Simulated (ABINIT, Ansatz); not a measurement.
# Quasiparticle gap of CsSrF3 (Pm-3m) in ABINIT, part 2 of 3

Aim: the G0W0 gap of CsSrF3 (Pm-3m) on LDA, step by step.

ABINIT 10.8.3; LDA and many-body steps on it, plane waves. Known limits of the many-body steps: not at the basis limit; no spin-orbit coupling; coarse k mesh.

So far. Step 2 (Ground state): The gap is direct, at Γ.

## (3) Bands along the symmetry lines

Level of this step: DFT, LDA, plane waves, norm-conserving pseudopotentials (ABINIT).

The cheap functional maps the bands first; the places of the edges decide which points the dearer methods must see.

Input file run.abi:

```
acell 3*1.0 Angstrom
rprim 
  4.763247010000 0.000000000000 0.000000000000
  0.000000000000 4.763247010000 0.000000000000
  0.000000000000 0.000000000000 4.763247010000
ntypat 3
znucl 55 38 9
natom 5
typat 1 2 3 3 3
xred 
  0.000000000000 0.000000000000 0.000000000000
  0.500000000000 0.500000000000 0.500000000000
  0.000000000000 0.500000000000 0.500000000000
  0.500000000000 0.000000000000 0.500000000000
  0.500000000000 0.500000000000 0.000000000000
pp_dirpath "pseudos"
pseudos "Cs.upf, Sr.upf, F.upf"
ecut 36
iscf -2
irdden 1
kptopt 0
nkpt 50
kpt 
  0.00000000 0.00000000 0.00000000
  0.00000000 0.06250000 0.00000000
  0.00000000 0.12500000 0.00000000
  0.00000000 0.18750000 0.00000000
  0.00000000 0.25000000 0.00000000
  0.00000000 0.31250000 0.00000000
  0.00000000 0.37500000 0.00000000
  0.00000000 0.43750000 0.00000000
  0.00000000 0.50000000 0.00000000
  0.06250000 0.50000000 0.00000000
  0.12500000 0.50000000 0.00000000
  0.18750000 0.50000000 0.00000000
  0.25000000 0.50000000 0.00000000
  0.31250000 0.50000000 0.00000000
  0.37500000 0.50000000 0.00000000
  0.43750000 0.50000000 0.00000000
  0.50000000 0.50000000 0.00000000
  0.43750000 0.43750000 0.00000000
  0.37500000 0.37500000 0.00000000
  0.31250000 0.31250000 0.00000000
  0.25000000 0.25000000 0.00000000
  0.18750000 0.18750000 0.00000000
  0.12500000 0.12500000 0.00000000
  0.06250000 0.06250000 0.00000000
  0.00000000 0.00000000 0.00000000
  0.06250000 0.06250000 0.06250000
  0.12500000 0.12500000 0.12500000
  0.18750000 0.18750000 0.18750000
  0.25000000 0.25000000 0.25000000
  0.31250000 0.31250000 0.31250000
  0.37500000 0.37500000 0.37500000
  0.43750000 0.43750000 0.43750000
  0.50000000 0.50000000 0.50000000
  0.43750000 0.50000000 0.43750000
  0.37500000 0.50000000 0.37500000
  0.31250000 0.50000000 0.31250000
  0.25000000 0.50000000 0.25000000
  0.18750000 0.50000000 0.18750000
  0.12500000 0.50000000 0.12500000
  0.06250000 0.50000000 0.06250000
  0.00000000 0.50000000 0.00000000
  0.50000000 0.50000000 0.50000000
  0.50000000 0.50000000 0.43750000
  0.50000000 0.50000000 0.37500000
  0.50000000 0.50000000 0.31250000
  0.50000000 0.50000000 0.25000000
  0.50000000 0.50000000 0.18750000
  0.50000000 0.50000000 0.12500000
  0.50000000 0.50000000 0.06250000
  0.50000000 0.50000000 0.00000000
istwfk *1
nband 27
nbdbuf 2
tolwfr 1e-08
nstep 40
prtwf 0
prtvol 0
indata_prefix "in"
outdata_prefix "out"
tmpdata_prefix "tmp"
```

Started as:

```
> OMP_NUM_THREADS=1 mpirun -n 4 abinit run.abi > log
```

Numbers of over 12 decimals in the logs are rounded to 6 here.

Log:

```text
.Version 10.8.3 of ABINIT. v10.8.2 released Aug 2026.

 Symmetries : space group Pm -3 m (#221); Bravais cP (primitive cubic)
[... echo of the input left out ...]
== DATASET  1 ==================================================================
-   mpi_nproc: 4, omp_nthreads: 1 (-1 if OMP is not activated)

--- !DatasetInfo
iteration_state: {dtset: 1, }
dimensions: {natom: 5, nkpt: 50, mband: 27, nsppol: 1, nspinor: 1, nspden: 1, mpw: 7568, }
cutoff_energies: {ecut:  36.0, pawecutdg:  -1.0, }
electrons: {nelect:   4.00000000E+01, charge:   0.00000000E+00, occopt:   1.00000000E+00, tsmear:   1.00000000E-02, }

 Real(R)+Recip(G) space primitive vectors, cartesian coordinates (Bohr,Bohr^-1):
 R(1)=  9.0012323  0.0000000  0.0000000  G(1)=  0.1110959  0.0000000  0.0000000
 R(2)=  0.0000000  9.0012323  0.0000000  G(2)=  0.0000000  0.1110959  0.0000000
 R(3)=  0.0000000  0.0000000  9.0012323  G(3)=  0.0000000  0.0000000  0.1110959
 Unit cell volume ucvol=  7.2929949E+02 bohr^3
 Angles (23,13,12)=  9.00000000E+01  9.00000000E+01  9.00000000E+01 degrees

 getcut: wavevector=  0.0000  0.0000  0.0000  ngfft=  50  50  50
         ecut(hartree)=     36.000   => boxcut(ratio)=   2.05661

--- Pseudopotential description ------------------------------------------------
- Cs Generated using ONCVPSP code by D. R. Hamann
- 55.00000   9.00000  201201                  znucl, zion, pspdat
12 -1012 3 -1 2328                            pspcod,pspxc,lmax,lloc,mmax
     nproj     2     2     2     2
  pspatm : epsatm=   21.68725381
         --- l  ekb(1:nproj) -->
             0    6.247599    0.778427
             1    6.343167    0.797067
             2    3.778962    0.917083
[...]
pspatm: atomic psp has been read  and splines computed

- Sr Generated using ONCVPSP code by D. R. Hamann
- 38.00000  10.00000  180309                  znucl, zion, pspdat
12 -1012 2 -1 1812                            pspcod,pspxc,lmax,lloc,mmax
     nproj     2     2     2     0
  pspatm : epsatm=   12.22067766
         --- l  ekb(1:nproj) -->
[...]
pspatm: atomic psp has been read  and splines computed

- F Generated using ONCVPSP code by D. R. Hamann
-  9.00000   7.00000  201202                  znucl, zion, pspdat
12 -1012 2 -1 824                             pspcod,pspxc,lmax,lloc,mmax
     nproj     2     2     1     0
  pspatm : epsatm=    4.94580260
         --- l  ekb(1:nproj) -->
[...]
2   -2.364936
 pspatm: atomic psp has been read  and splines computed

--------------------------------------------------------------------------------

================================================================================
 prteigrs : about to open file out_EIG
 Non-SCF case, kpt    1 (  0.00000  0.00000  0.00000), residuals and eigenvalues=
  7.20E-09  6.05E-09  3.85E-09  6.33E-09  9.83E-09  6.15E-09  7.45E-09  9.43E-09
[...]
Non-SCF case, kpt   49 (  0.50000  0.50000  0.06250), residuals and eigenvalues=
[...]
Non-SCF case, kpt   50 (  0.50000  0.50000  0.00000), residuals and eigenvalues=
[...]
-4.6085E-02 -4.3854E-02 -2.3392E-02 -2.3392E-02 -1.0363E-02 -1.0363E-02
 -3.0448E-03 -2.5140E-03  2.9555E-01  3.1067E-01  3.2700E-01  3.2700E-01
[...]
--- !ResultsGS
iteration_state: {dtset: 1, }
comment   : Summary of ground state results
lattice_vectors:
- [  9.0012323,   0.0000000,   0.0000000, ]
- [  0.0000000,   9.0012323,   0.0000000, ]
- [  0.0000000,   0.0000000,   9.0012323, ]
lattice_lengths: [   9.00123,    9.00123,    9.00123, ]
lattice_angles: [ 90.000,  90.000,  90.000, ] # degrees, (23, 13, 12)
lattice_volume:   7.2929949E+02
convergence: {deltae:  0.000E+00, res2:  0.000E+00, residm:  9.972E-09, diffor:  0.000E+00, }
etotal    :  -1.31813706E+02
entropy   :   0.00000000E+00
fermie    :  -1.78983471E-03
cartesian_stress_tensor: null
pressure_GPa: null
xred      :
- [  0.0000E+00,   0.0000E+00,   0.0000E+00, Cs]
- [  5.0000E-01,   5.0000E-01,   5.0000E-01, Sr]
- [  0.0000E+00,   5.0000E-01,   5.0000E-01,  F]
- [  5.0000E-01,   0.0000E+00,   5.0000E-01,  F]
- [  5.0000E-01,   5.0000E-01,   0.0000E+00,  F]
cartesian_forces: null
force_length_stats: {min: null, max: null, mean: null, }

 Integrated electronic density in atomic spheres:
 ------------------------------------------------
 Atom  Sphere_radius  Integrated_density
[...]
================================================================================

 ----iterations are completed or convergence reached----

 Mean square residual over all n,k,spin=   68.582E-10; max=  99.716E-10
 reduced coordinates (array xred) for    5 atoms
[...]
cartesian coordinates (angstrom) at end:
    1      0.000000     0.000000     0.000000
    2      2.381624     2.381624     2.381624
    3      0.000000     2.381624     2.381624
    4      2.381624     0.000000     2.381624
    5      2.381624     2.381624     0.000000
 length scales=  1.889726125908  1.889726125908  1.889726125908 bohr
              =  1.000000000000  1.000000000000  1.000000000000 angstroms
 prteigrs : about to open file out_EIG
 Eigenvalues (hartree) for nkpt=  50  k points:
 kpt#   1, nband= 27, wtk=  1.00000, kpt=  0.0000  0.0000  0.0000 (reduced coord)
[...]
kpt#   2, nband= 27, wtk=  1.00000, kpt=  0.0000  0.0625  0.0000 (reduced coord)
[...]
kpt#   3, nband= 27, wtk=  1.00000, kpt=  0.0000  0.1250  0.0000 (reduced coord)
[...]
kpt#  49, nband= 27, wtk=  1.00000, kpt=  0.5000  0.5000  0.0625 (reduced coord)
[...]
0.39430    0.39600    0.39600
 kpt#  50, nband= 27, wtk=  1.00000, kpt=  0.5000  0.5000  0.0000 (reduced coord)
[...]
-0.17599   -0.17599   -0.16444   -0.04889   -0.04608   -0.04385   -0.02339   -0.02339
  -0.01036   -0.01036   -0.00304   -0.00251    0.29555    0.31067    0.32700    0.32700
   0.39359    0.39813    0.39813

== END DATASET(S) ==============================================================
================================================================================

 -outvars: echo values of variables after computation  --------
            nband          27
             nkpt          50
          spgroup         221
 [... the other variables as echoed above ...]

 Calculation completed.
```

Run time: 64 s. Hardware: 4 MPI ranks of Intel Xeon Platinum 8488C (Sapphire Rapids), shared host; peak memory 0.48 GiB; 4.2 min of CPU time.

Numbers from this step:

```yaml
gap: 6.076 eV
k_of_the_valence_top: 0, 0, 0
k_of_the_conduction_bottom: 0, 0, 0
least_direct_gap: 6.076 eV
```

The gap is 6.076 eV, as in the run before at this level.

The electronic bands at the labelled points (eV, zero at the top of the highest filled band):

```csv
point,band 17,band 18,band 19,band 20,band 21,band 22,band 23,band 24
Γ,-0.26,0.00,0.00,0.00,6.08,7.63,7.63,8.57
halfway,-0.33,-0.33,-0.01,-0.01,6.84,8.00,8.28,8.87
X,-0.40,-0.40,-0.01,-0.01,7.75,8.45,9.08,9.40
halfway,-0.35,-0.32,-0.11,-0.03,8.22,8.54,9.08,9.10
M,-0.23,-0.23,-0.03,-0.02,8.09,8.50,8.95,8.95
halfway,-0.41,-0.28,-0.13,-0.02,7.44,8.37,8.77,8.81
Γ,-0.26,0.00,0.00,0.00,6.08,7.63,7.63,8.57
halfway,-0.56,-0.18,-0.18,-0.17,7.94,8.83,8.83,9.14
R,-0.62,-0.01,-0.01,-0.01,8.41,8.41,8.41,10.33
halfway,-0.53,-0.23,-0.13,-0.12,8.43,8.80,9.01,9.08
X,-0.40,-0.40,-0.01,-0.01,7.75,8.45,9.08,9.40
jump to R,-0.62,-0.01,-0.01,-0.01,8.41,8.41,8.41,10.33
halfway,-0.60,-0.13,-0.13,-0.02,8.28,8.72,8.72,9.17
M,-0.23,-0.23,-0.03,-0.02,8.09,8.50,8.95,8.95
```

## (4) Empty states on the mesh, 2×2×2 mesh, 79 bands

The sums over transitions need many empty states on a uniform mesh; this step solves for them.

Input file run.abi:

```
acell 3*1.0 Angstrom
rprim 
  4.763247010000 0.000000000000 0.000000000000
  0.000000000000 4.763247010000 0.000000000000
  0.000000000000 0.000000000000 4.763247010000
ntypat 3
znucl 55 38 9
natom 5
typat 1 2 3 3 3
xred 
  0.000000000000 0.000000000000 0.000000000000
  0.500000000000 0.500000000000 0.500000000000
  0.000000000000 0.500000000000 0.500000000000
  0.500000000000 0.000000000000 0.500000000000
  0.500000000000 0.500000000000 0.000000000000
pp_dirpath "pseudos"
pseudos "Cs.upf, Sr.upf, F.upf"
ecut 36
ngkpt 2 2 2
nshiftk 1
shiftk 0 0 0
kptopt 1
chksymbreak 0
iscf -2
irdden 1
istwfk *1
nband 79
nbdbuf 6
tolwfr 1e-09
nstep 60
prtvol 0
indata_prefix "in"
outdata_prefix "out"
tmpdata_prefix "tmp"
```

Log:

```text
.Version 10.8.3 of ABINIT. v10.8.2 released Aug 2026.

 Symmetries : space group Pm -3 m (#221); Bravais cP (primitive cubic)
[... echo of the input left out ...]
== DATASET  1 ==================================================================
-   mpi_nproc: 4, omp_nthreads: 1 (-1 if OMP is not activated)

--- !DatasetInfo
iteration_state: {dtset: 1, }
dimensions: {natom: 5, nkpt: 4, mband: 79, nsppol: 1, nspinor: 1, nspden: 1, mpw: 7568, }
cutoff_energies: {ecut:  36.0, pawecutdg:  -1.0, }
electrons: {nelect:   4.00000000E+01, charge:   0.00000000E+00, occopt:   1.00000000E+00, tsmear:   1.00000000E-02, }

 Real(R)+Recip(G) space primitive vectors, cartesian coordinates (Bohr,Bohr^-1):
 R(1)=  9.0012323  0.0000000  0.0000000  G(1)=  0.1110959  0.0000000  0.0000000
 R(2)=  0.0000000  9.0012323  0.0000000  G(2)=  0.0000000  0.1110959  0.0000000
 R(3)=  0.0000000  0.0000000  9.0012323  G(3)=  0.0000000  0.0000000  0.1110959
 Unit cell volume ucvol=  7.2929949E+02 bohr^3
 Angles (23,13,12)=  9.00000000E+01  9.00000000E+01  9.00000000E+01 degrees

 getcut: wavevector=  0.0000  0.0000  0.0000  ngfft=  50  50  50
         ecut(hartree)=     36.000   => boxcut(ratio)=   2.05661

--- Pseudopotential description ------------------------------------------------
- Cs Generated using ONCVPSP code by D. R. Hamann
- 55.00000   9.00000  201201                  znucl, zion, pspdat
12 -1012 3 -1 2328                            pspcod,pspxc,lmax,lloc,mmax
     nproj     2     2     2     2
  pspatm : epsatm=   21.68725381
         --- l  ekb(1:nproj) -->
             0    6.247599    0.778427
             1    6.343167    0.797067
             2    3.778962    0.917083
[...]
pspatm: atomic psp has been read  and splines computed

- Sr Generated using ONCVPSP code by D. R. Hamann
- 38.00000  10.00000  180309                  znucl, zion, pspdat
12 -1012 2 -1 1812                            pspcod,pspxc,lmax,lloc,mmax
     nproj     2     2     2     0
  pspatm : epsatm=   12.22067766
         --- l  ekb(1:nproj) -->
[...]
pspatm: atomic psp has been read  and splines computed

- F Generated using ONCVPSP code by D. R. Hamann
-  9.00000   7.00000  201202                  znucl, zion, pspdat
12 -1012 2 -1 824                             pspcod,pspxc,lmax,lloc,mmax
     nproj     2     2     1     0
  pspatm : epsatm=    4.94580260
         --- l  ekb(1:nproj) -->
[...]
2   -2.364936
 pspatm: atomic psp has been read  and splines computed

--------------------------------------------------------------------------------

================================================================================
 prteigrs : about to open file out_EIG
 Non-SCF case, kpt    1 (  0.00000  0.00000  0.00000), residuals and eigenvalues=
  2.68E-10  6.54E-10  4.87E-10  8.94E-10  3.21E-10  1.17E-10  2.78E-10  5.88E-10
  1.34E-10  2.71E-10  6.26E-10  1.45E-10  3.27E-10  5.53E-10  3.12E-10  4.83E-10
  8.47E-10  2.38E-10  4.63E-10  6.51E-10  1.36E-10  2.52E-10  9.29E-10  1.14E-10
[...]
6.29E-10  6.28E-10  8.27E-09  1.90E-08  3.62E-04  2.49E-04  5.86E-04
 -1.0895E+00 -6.8337E-01 -6.8010E-01 -6.8010E-01 -6.5291E-01 -4.3974E-01
 -4.3974E-01 -4.3974E-01 -1.6924E-01 -1.6924E-01 -1.6924E-01 -1.3834E-02
 -1.3834E-02 -1.3834E-02 -1.1171E-02 -1.1171E-02 -1.1171E-02 -1.7898E-03
[...]
1.1316E+00  1.1316E+00  1.1316E+00  1.1445E+00  1.1458E+00  1.1458E+00
  1.1458E+00  1.1642E+00  1.2212E+00  1.2212E+00  1.2939E+00  1.3058E+00
  1.3135E+00
 prteigrs : prtvol=0 or 1, do not print more k-points.

--- !ResultsGS
iteration_state: {dtset: 1, }
comment   : Summary of ground state results
lattice_vectors:
- [  9.0012323,   0.0000000,   0.0000000, ]
- [  0.0000000,   9.0012323,   0.0000000, ]
- [  0.0000000,   0.0000000,   9.0012323, ]
lattice_lengths: [   9.00123,    9.00123,    9.00123, ]
lattice_angles: [ 90.000,  90.000,  90.000, ] # degrees, (23, 13, 12)
lattice_volume:   7.2929949E+02
convergence: {deltae:  0.000E+00, res2:  0.000E+00, residm:  9.902E-10, diffor:  0.000E+00, }
etotal    :  -1.31813706E+02
entropy   :   0.00000000E+00
fermie    :  -1.78983471E-03
cartesian_stress_tensor: null
pressure_GPa: null
xred      :
- [  0.0000E+00,   0.0000E+00,   0.0000E+00, Cs]
- [  5.0000E-01,   5.0000E-01,   5.0000E-01, Sr]
- [  0.0000E+00,   5.0000E-01,   5.0000E-01,  F]
- [  5.0000E-01,   0.0000E+00,   5.0000E-01,  F]
- [  5.0000E-01,   5.0000E-01,   0.0000E+00,  F]
cartesian_forces: null
force_length_stats: {min: null, max: null, mean: null, }

 Integrated electronic density in atomic spheres:
 ------------------------------------------------
 Atom  Sphere_radius  Integrated_density
[...]
================================================================================

 ----iterations are completed or convergence reached----

 Mean square residual over all n,k,spin=   48.548E-11; max=  99.021E-11
 reduced coordinates (array xred) for    5 atoms
[...]
0.500000000000      0.000000000000      0.500000000000
       0.500000000000      0.500000000000      0.000000000000

 cartesian coordinates (angstrom) at end:
    1      0.000000     0.000000     0.000000
    2      2.381624     2.381624     2.381624
    3      0.000000     2.381624     2.381624
    4      2.381624     0.000000     2.381624
    5      2.381624     2.381624     0.000000
 length scales=  1.889726125908  1.889726125908  1.889726125908 bohr
              =  1.000000000000  1.000000000000  1.000000000000 angstroms
 prteigrs : about to open file out_EIG
 Eigenvalues (hartree) for nkpt=   4  k points:
 kpt#   1, nband= 79, wtk=  0.12500, kpt=  0.0000  0.0000  0.0000 (reduced coord)
[...]
0.98193    0.98193    0.98193    0.98991    1.00463    1.00463    1.00463    1.11825
   1.11825    1.11825    1.13160    1.13160    1.13160    1.14455    1.14575    1.14575
   1.14575    1.16419    1.22121    1.22121    1.29389    1.30575    1.31345
 prteigrs : prtvol=0 or 1, do not print more k-points.

== END DATASET(S) ==============================================================
================================================================================

 -outvars: echo values of variables after computation  --------
            nband          79
             nkpt           4
          spgroup         221
 [... the other variables as echoed above ...]

 Calculation completed.
```

Run time: 23 s. Hardware: 4 MPI ranks; peak memory 0.38 GiB; 91 s of CPU time.

This step gave:

```
gap                                                           : 6.076 eV
k of the valence top                                          : 0, 0, 0
k of the conduction bottom                                    : 0, 0, 0
least direct gap                                              : 6.076 eV
k points computed                                             : 4
lowest point of the top converged band, above the valence top : 31.23 eV
```

On this mesh the gap is 6.076 eV.

## (5) Screening, 2×2×2 mesh, 73 bands, screening to 98 eV

The RPA dielectric matrix is built and inverted for each q.

This step: RPA screening on LDA, plane waves, norm-conserving pseudopotentials.

run.abi: that of step 4 with these lines changed.

```diff
@@ -23,10 +23,11 @@
 chksymbreak 0
-iscf -2
-irdden 1
 istwfk *1
-nband 79
-nbdbuf 6
-tolwfr 1e-09
-nstep 60
-prtvol 0
+occopt 1
+irdwfk 1
+optdriver 3
+nband 73
+ecuteps 3.6
+inclvkb 2
+awtr 1
+symchi 1
 indata_prefix "in"
```

Log:

```text
.Version 10.8.3 of ABINIT. v10.8.2 released Aug 2026.

 Symmetries : space group Pm -3 m (#221); Bravais cP (primitive cubic)
[... echo of the input left out ...]
== DATASET  1 ==================================================================
-   mpi_nproc: 4, omp_nthreads: 1 (-1 if OMP is not activated)

--- !DatasetInfo
iteration_state: {dtset: 1, }
dimensions: {natom: 5, nkpt: 4, mband: 73, nsppol: 1, nspinor: 1, nspden: 1, mpw: 7568, }
cutoff_energies: {ecut:  36.0, pawecutdg:  -1.0, }
electrons: {nelect:   4.00000000E+01, charge:   0.00000000E+00, occopt:   1.00000000E+00, tsmear:   1.00000000E-02, }

 SCREENING: Calculation of the susceptibility and dielectric matrices

 Based on a program developped by R.W. Godby, V. Olevano, G. Onida, and L. Reining.
 Incorporated in ABINIT by V. Olevano, G.-M. Rignanese, and M. Torrent.
.Using double precision arithmetic ; gwpc =  8

[... cell and pseudopotentials left out ...]
--------------------------------------------------------------------------------

 ==== K-mesh for the wavefunctions ====
 Number of points in the irreducible wedge :     4
[... list of points left out ...]
 Together with 48 symmetry operations and time-reversal symmetry
 yields     8 points in the full Brillouin Zone.

 ==== Q-mesh for the screening function ====
 Number of points in the irreducible wedge :     4
[... list of points left out ...]
 Together with 48 symmetry operations and time-reversal symmetry
 yields     8 points in the full Brillouin Zone.

 setmesh: FFT mesh size selected  =    32x   32x   32
          total number of points  =        32768

 vcoul_init : cutoff-mode = AUXILIARY_FUNCTION
 q-points for optical limit:   1
     1)      0.000010    0.000020    0.000030

- screening: taking advantage of time-reversal symmetry
- Maximum band index for partially occupied states nbvw = 20
- Remaining bands to be divided among processors   nbcw = 53
- Number of bands treated by each node ~13

 Number of electrons calculated from density =   40.0000; Expected =   40.0000
 average of density, n =  0.054847
 r_s =    1.6327
 omega_plasma =   22.5909 [eV]

 calculating chi0 at frequencies [eV] :
  1    0.000000E+00    0.000000E+00
  2    0.000000E+00    2.259085E+01

--------------------------------------------------------------------------------
  q-point number  1        q = ( 0.000000, 0.000000, 0.000000) [r.l.u.]
--------------------------------------------------------------------------------
[... chi0 elements left out ...]
 For q-point:  0.000010 0.000020 0.000030
  dielectric constant =   2.2613
  dielectric constant without local fields =   2.5007

  Average fulfillment of the sum rule on Im[epsilon] for q-point    1 :     39.36  [%]
[... wings left out ...]
  q-point number  2        q = ( 0.500000, 0.000000, 0.000000) [r.l.u.]
--------------------------------------------------------------------------------
[... chi0 elements left out ...]
  Average fulfillment of the sum rule on Im[epsilon] for q-point    2 :     48.87  [%]

 [... 2 further q-points ...]
```

Run time: 12 s. Hardware: 4 MPI ranks; peak memory 1 GiB.

Numbers from this step:

```yaml
eps_infinity_with_local_fields_on_this_mesh_along_the_program_s_q_direction: 2.261
the_same_without_local_fields: 2.501
plasma_frequency: 22.59 eV
plane_waves_in_the_screening_matrix: 251
```

Local fields lower ε∞ by 10 %. On a Γ-centred mesh this coarse the value itself is usually too large, while a short band sum pulls it down.

(Part 2 of 3 ends here.)

[Paths, hosts, dates, memory and timing lines, banners, echoed tables and standing remarks are left out of the program output.]

[Logs are printed without paths, hosts, clocks, repeated set-up lines and the standing remarks that a program may print on its own settings, such as how far it seeks lower states.]

[Runs of the session that timed out or met a known fault of the program may be left out.]

[Hosts, paths, dates, database ids (printed as entryN), source tags and the programs' standing remarks are cut or masked in the printed files.]

[G0W0 gaps are taken among the corrected bands and points alone; a level outside them can change the order at an edge.]

[Where Ansatz stands beside ABINIT at settings called matched, ABINIT's density can come from a denser mesh and the files from another edition; pairs whose starting gaps differed by over 0.03 eV were left out, so agreement reads better than it is.]
